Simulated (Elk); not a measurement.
# MnZn: parallel, opposed and spinless runs

Wanted: the moments of MnZn and the energy of each order that was tried.

Calculated with Elk 11.2.3 (patched build); PBEsol; all-electron APW+lo, Dirac cores, scalar-relativistic bands.

Report form: the programs' logs are mostly left out.

## (1) Set-up

Symmetry: Pm-3m, No. 221, cubic system. The conventional cell has a = 3.070 Å, b = 3.070 Å, c = 3.070 Å, α = 90.00°, β = 90.00°, γ = 90.00°. Nearest to Mn lie 8 Zn at 2.66 Å. Nearest to Zn lie 8 Mn at 2.66 Å. Farther neighbours are not listed.

## (2) Start 1: ferro +

The parallel start comes first: it fits the smallest cell, keeps the most symmetry and shows whether parallel moments form.

Moments are seeded by fields in the spheres (the last three columns under atoms), set against the wanted direction and reduced each loop.

Contents of elk.in:

```
tasks
  0
  33
  73

xctype
  22

rgkmax
  7.0

nempty
  14

swidth
  0.003

reducebf
  0.5

epsengy
  1e-05

maxscl
  100

lmaxi
  3

stype
  0

mixtype
  3

mixsdb
  8

spinpol
  .true.

sppath
  './'

avec
  5.80145920260 0.00000000000 0.00000000000
  0.00000000000 5.80145920260 0.00000000000
  0.00000000000 0.00000000000 5.80145920260

atoms
  2
  'Mn.in'
  1
  0.0000000000 0.0000000000 0.0000000000   0.000000 0.000000 -0.105000
  'Zn.in'
  1
  0.5000000000 0.5000000000 0.5000000000   0.000000 0.000000 0.000000

ngridk
  8 8 8

plot3d
  0 0 0
  1 0 0
  0 1 0
  0 0 1
  16 16 16
```

On the command line:

```sh
$ OMP_NUM_THREADS=2 elk
```

The job ended after 75 s (2 threads of Arm Neoverse V2, shared host; peak memory 0.13 GiB).

This step gave:

```yaml
density_of_states_at_the_fermi_level: 1.112 states/eV/cell
moment_between_the_spheres: 0.03571 μB
magnetization: 3.200 μB
final_state: ferromagnetic
largest_moment: 3.244 μB
```

After 22 cycles the largest moment stands at 3.24 μB.

## (3) Run 2 (antiferro q=(0,1/2,1/2) +-)

An opposed order shows whether the pairs that it reverses prefer unlike signs.

This order needs a doubled cell of 4 atoms. Its mesh is chosen so that both cells sample the same points.

Contents of elk.in:

```
tasks
  0

xctype
  22

rgkmax
  7.0

nempty
  14

swidth
  0.003

reducebf
  0.5

epsengy
  1e-05

maxscl
  100

lmaxi
  3

stype
  0

mixtype
  3

mixsdb
  8

spinpol
  .true.

sppath
  './'

avec
  5.80145920260 0.00000000000 0.00000000000
  0.00000000000 11.60291840520 0.00000000000
  0.00000000000 5.80145920260 5.80145920260

atoms
  2
  'Mn.in'
  2
  0.0000000000 0.0000000000 0.0000000000   0.000000 0.000000 -0.105000
  0.0000000000 0.5000000000 0.0000000000   0.000000 0.000000 0.105000
  'Zn.in'
  2
  0.5000000000 0.0000000000 0.5000000000   0.000000 0.000000 0.000000
  0.5000000000 0.5000000000 0.5000000000   0.000000 0.000000 0.000000

ngridk
  8 4 8
```

On the command line:

```sh
$ OMP_NUM_THREADS=2 elk
```

Wall time 8 min (2 threads); peak memory 0.27 GiB; 16 min of CPU time.

Spin moment in the muffin-tin sphere by atom:

```tsv
atom	spin moment in the muffin-tin sphere (μB)
Mn1	3.38
Mn2	-3.38
Zn3	0.00
Zn4	0.00
```

This step gave:

| Property | Result |
| --- | --- |
| density of states at the Fermi level | 4.250 states/eV/cell |
| moment between the spheres | 0 μB |
| magnetization | 0 μB |
| final state | antiferromagnetic |

It lies 176 meV a seeded atom over the first start, and its largest moment is 3.38 μB against 3.24 μB.

## (4) Start 3: antiferro q=(1/2,1/2,1/2) +-

This order needs a doubled cell of 4 atoms. Its mesh is chosen so that both cells sample the same points.

Contents of elk.in:

```
tasks
  0

xctype
  22

rgkmax
  7.0

nempty
  14

swidth
  0.003

reducebf
  0.5

epsengy
  1e-05

maxscl
  100

lmaxi
  3

stype
  0

mixtype
  3

mixsdb
  8

spinpol
  .true.

sppath
  './'

avec
  11.60291840520 0.00000000000 0.00000000000
  5.80145920260 5.80145920260 0.00000000000
  5.80145920260 0.00000000000 5.80145920260

atoms
  2
  'Mn.in'
  2
  0.0000000000 0.0000000000 0.0000000000   0.000000 0.000000 -0.105000
  0.5000000000 0.0000000000 0.0000000000   0.000000 0.000000 0.105000
  'Zn.in'
  2
  0.7500000000 0.5000000000 0.5000000000   0.000000 0.000000 0.000000
  0.2500000000 0.5000000000 0.5000000000   0.000000 0.000000 0.000000

ngridk
  4 8 8
```

On the command line:

```sh
$ OMP_NUM_THREADS=2 elk
```

Wall time 3.3 min (2 threads); peak memory 0.25 GiB; 6.4 min of CPU time.

Spin moment in the muffin-tin sphere by atom:

```tsv
atom	spin moment in the muffin-tin sphere (μB)
Mn1	3.48
Mn2	-3.48
Zn3	0.00
Zn4	0.00
```

Numbers from this step:

* density of states at the Fermi level: 1.716 states/eV/cell
* moment between the spheres: 0 μB
* magnetization: 0 μB
* final state: antiferromagnetic

It lies 50.9 meV a seeded atom under the first start, and its largest moment is 3.48 μB against 3.24 μB.

## (5) Run 4 (antiferro q=(0,0,1/2) +-)

Reversing part of the moments tests the sign of the couplings between them.

This order needs a doubled cell of 4 atoms. Its mesh is chosen so that both cells sample the same points.

Contents of elk.in:

```
tasks
  0

xctype
  22

rgkmax
  7.0

nempty
  14

swidth
  0.003

reducebf
  0.5

epsengy
  1e-05

maxscl
  100

lmaxi
  3

stype
  0

mixtype
  3

mixsdb
  8

spinpol
  .true.

sppath
  './'

avec
  5.80145920260 0.00000000000 0.00000000000
  0.00000000000 5.80145920260 0.00000000000
  0.00000000000 0.00000000000 11.60291840520

atoms
  2
  'Mn.in'
  2
  0.0000000000 0.0000000000 0.0000000000   0.000000 0.000000 -0.105000
  0.0000000000 0.0000000000 0.5000000000   0.000000 0.000000 0.105000
  'Zn.in'
  2
  0.5000000000 0.5000000000 0.2500000000   0.000000 0.000000 0.000000
  0.5000000000 0.5000000000 0.7500000000   0.000000 0.000000 0.000000

ngridk
  8 8 4
```

On the command line:

```sh
$ OMP_NUM_THREADS=2 elk
```

It took 8.3 min on 2 threads; peak memory 0.26 GiB.

Numbers from this step:

```
density of states at the Fermi level : 4.027 states/eV/cell
moment between the spheres           : 0 μB
magnetization                        : 0 μB
final state                          : antiferromagnetic
largest moment                       : 3.399 μB
```

It lies 63.7 meV a seeded atom over the first start, and its largest moment is 3.40 μB against 3.24 μB.

## (6) Start 5: no spin polarisation

This run holds no moments, which gives a state to set the others against.

Contents of elk.in:

```
tasks
  0

xctype
  22

rgkmax
  7.0

nempty
  14

swidth
  0.003

epsengy
  1e-05

maxscl
  100

lmaxi
  3

stype
  0

mixtype
  3

mixsdb
  8

sppath
  './'

avec
  5.80145920260 0.00000000000 0.00000000000
  0.00000000000 5.80145920260 0.00000000000
  0.00000000000 0.00000000000 5.80145920260

atoms
  2
  'Mn.in'
  1
  0.0000000000 0.0000000000 0.0000000000   0.000000 0.000000 0.000000
  'Zn.in'
  1
  0.5000000000 0.5000000000 0.5000000000   0.000000 0.000000 0.000000

ngridk
  8 8 8
```

On the command line:

```sh
$ OMP_NUM_THREADS=2 elk
```

Run time: 8.5 s. Hardware: 2 threads; peak memory 0.06 GiB.

Read from the output:

```
density of states at the Fermi level : 4.313 states/eV/cell
final state                          : non-magnetic (no spin polarisation)
```

It lies 937 meV a seeded atom over the first start.

## (7) Energies of the orders

These are free energies at a smearing of 0.0816 eV, so its entropy term is in the differences. They are divided by the number of seeded atoms, so that cells of unlike size compare. Wavevectors q in the names are fractions of the reciprocal vectors of the first run's cell.

Orders:

```tsv
start	final state	typed order kept	energy over the lowest (meV a seeded atom)	largest sphere moment (μB)	net moment (μB a primitive cell)	DOS at the Fermi level (states/eV a primitive cell)	mesh matched	CPU time (s)
ferro +	ferromagnetic	yes	50.86	3.244	3.2	1.112	yes	146.2
antiferro q=(0,1/2,1/2) +-	antiferromagnetic	yes	226.4	3.376	0	2.125	yes	937.2
antiferro q=(1/2,1/2,1/2) +-	antiferromagnetic	yes	0	3.476	0	0.858	yes	383.9
antiferro q=(0,0,1/2) +-	antiferromagnetic	yes	114.6	3.399	0	2.014	yes	973.7
no spin polarisation	non-magnetic	-	987.9	0	0	4.313	yes	15.63
```

## (8) Summary of results

```
lowest state found                 : antiferromagnetic (typed antiferro q=(1/2,1/2,1/2) +-)
largest site moment                : 3.48 μB
next state                         : ferromagnetic, 50.9 meV a seeded atom higher
energy gained by spin polarisation : 988 meV a seeded atom
```

**Reading.** The lowest state found is antiferromagnetic, reached from the start antiferro q=(1/2,1/2,1/2) +-, with moments up to 3.48 μB. The next state costs 51 meV a seeded atom. Forming the largest moments gains far more than ordering them, so they should outlast the ordering temperature. This is the lowest of 5 finished starts, no proof of the ground state. The smearing is not Fermi–Dirac, so its width is no temperature.

[Logs and program files are shortened in this print: banners, set-up blocks, solver, clock and traceback lines can be left out without a mark of their own.]

[Logs are printed without paths, hosts, clocks, repeated set-up lines and the standing remarks that a program may print on its own settings, such as how far it seeks lower states.]

[Hosts, paths, dates, database ids (printed as entryN), source tags and the programs' standing remarks are cut or masked in the printed files.]

[Where a cell is said to come from a database of computed structures, the database is the Materials Project.]
